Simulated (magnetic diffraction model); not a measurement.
## Magnetic neutron pattern of Er3Mg2Sn5Ru2

Space group Cmmm (no. 65), a = 4.5790 Å, b = 26.9730 Å, c = 4.5460 Å.

| site | atom | x | y | z |
| --- | --- | --- | --- | --- |
| 4i | Er | 0 | 0.1847 | 0 |
| 2c | Er | 1/2 | 0 | 1/2 |
| 4j | Sn | 0 | 0.2790 | 1/2 |
| 4j | Sn | 0 | 0.0899 | 1/2 |
| 2a | Sn | 0 | 0 | 0 |
| 4i | Ru | 0 | 0.4102 | 0 |
| 4j | Mg | 0 | 0.3728 | 1/2 |

This is a made-up structure (elements placed in a structure type, unrelaxed), so the numbers test the method and describe no known phase.

Only Er is taken to order (form factors of Er3+); orders and moment sizes are assumed, and not adapted to the symmetry. Radiation: neutrons of λ = 1.594 Å, 3° to 40°; isotropic B of 0.19 Å² (Er), 0.24 Å² (Sn), 0.26 Å² (Ru) and 0.34 Å² (Mg). The intensities are simulated: I ∝ L Σ (|F_N|² + |F_M⊥|²) for unpolarised neutrons, with F_M = 2.695 fm/μB × Σ f(s) S exp(2πi Q·r) exp(−B s²) at Q = H ± k (one set where k and −k are equivalent), only the part normal to Q counting and L = 1/(sin²θ cos θ). For collinear order S is the moment m, which repeats by lattice and centring translations R with the sign exp(−2πi k·R). Form factors are spin-only for 3d ions and dipole or tabulated for f ions, scattering lengths are Sears's of 1992, and absorption is left out. A label names one of the reflections at its angle. The strongest nuclear line in the range is 100, and lines under 0.2 are left out.

Assume the order k = (1 0 0), collinear moments along [110], 6.4 μB on Er; signs + at (0, 0.1847, 0), + at (1/2, 0.3153, 0), + at (1/2, 0, 1/2).

Q: Where does magnetic intensity appear, and how strong is it?

```tsv
2θ (°)	index	nuclear	magnetic
3.39	(0 1 0)	0.0	26.9
6.78	(0 2 0)	1.4	0.0
10.17	(0 3 0)	0.0	1.0
13.58	(0 4 0)	1.3	0.0
16.99	(0 5 0)	0.0	0.4
20.05	(1 0 0)	0.0	5.7
20.19	(0 0 1)	1.2	0.0
20.34	(1 1 0)	1.8	0.0
20.42	(0 6 0)	0.4	0.0
20.48	(0 1 1)	0.0	47.6
21.18	(1 2 0)	0.0	28.6
22.66	(0 3 1)	0.0	10.4
23.87	(0 7 0)	0.0	0.5
24.29	(1 4 0)	0.0	26.0
26.39	(1 5 0)	3.0	0.0
26.51	(0 5 1)	0.0	7.1
27.35	(0 8 0)	0.3	0.0
28.61	(1 0 1)	0.0	5.3
28.77	(1 6 0)	0.0	6.7
28.81	(1 1 1)	2.5	0.0
28.88	(0 6 1)	4.1	0.0
29.43	(1 2 1)	0.0	29.6
30.43	(1 3 1)	5.3	0.0
30.84	(0 9 0)	0.0	0.2
31.46	(0 7 1)	0.0	8.9
31.79	(1 4 1)	0.0	34.1
33.46	(1 5 1)	100.0	0.0
34.14	(1 8 0)	0.0	1.4
34.23	(0 8 1)	13.3	0.0
34.37	(0 10 0)	16.0	0.0
35.41	(1 6 1)	0.0	11.2
37.06	(1 9 0)	11.3	0.0
37.15	(0 9 1)	0.0	3.7
37.59	(1 7 1)	15.5	0.0
39.99	(1 8 1)	0.0	2.8
```

The strongest magnetic line in the range is (0 1 1) at 20.48° (47.6). On top of the Lorentz factor, which all lines share, magnetic lines fade with angle because f falls: for Er3+ it is 0.96, 0.86, 0.73 and 0.47 at sin θ/λ = 0.1, 0.2, 0.3 and 0.5 Å⁻¹, while nuclear lengths stay constant. The order has no net moment.

[Logs are printed without paths, hosts, clocks, repeated set-up lines and the standing remarks that a program may print on its own settings, such as how far it seeks lower states.]
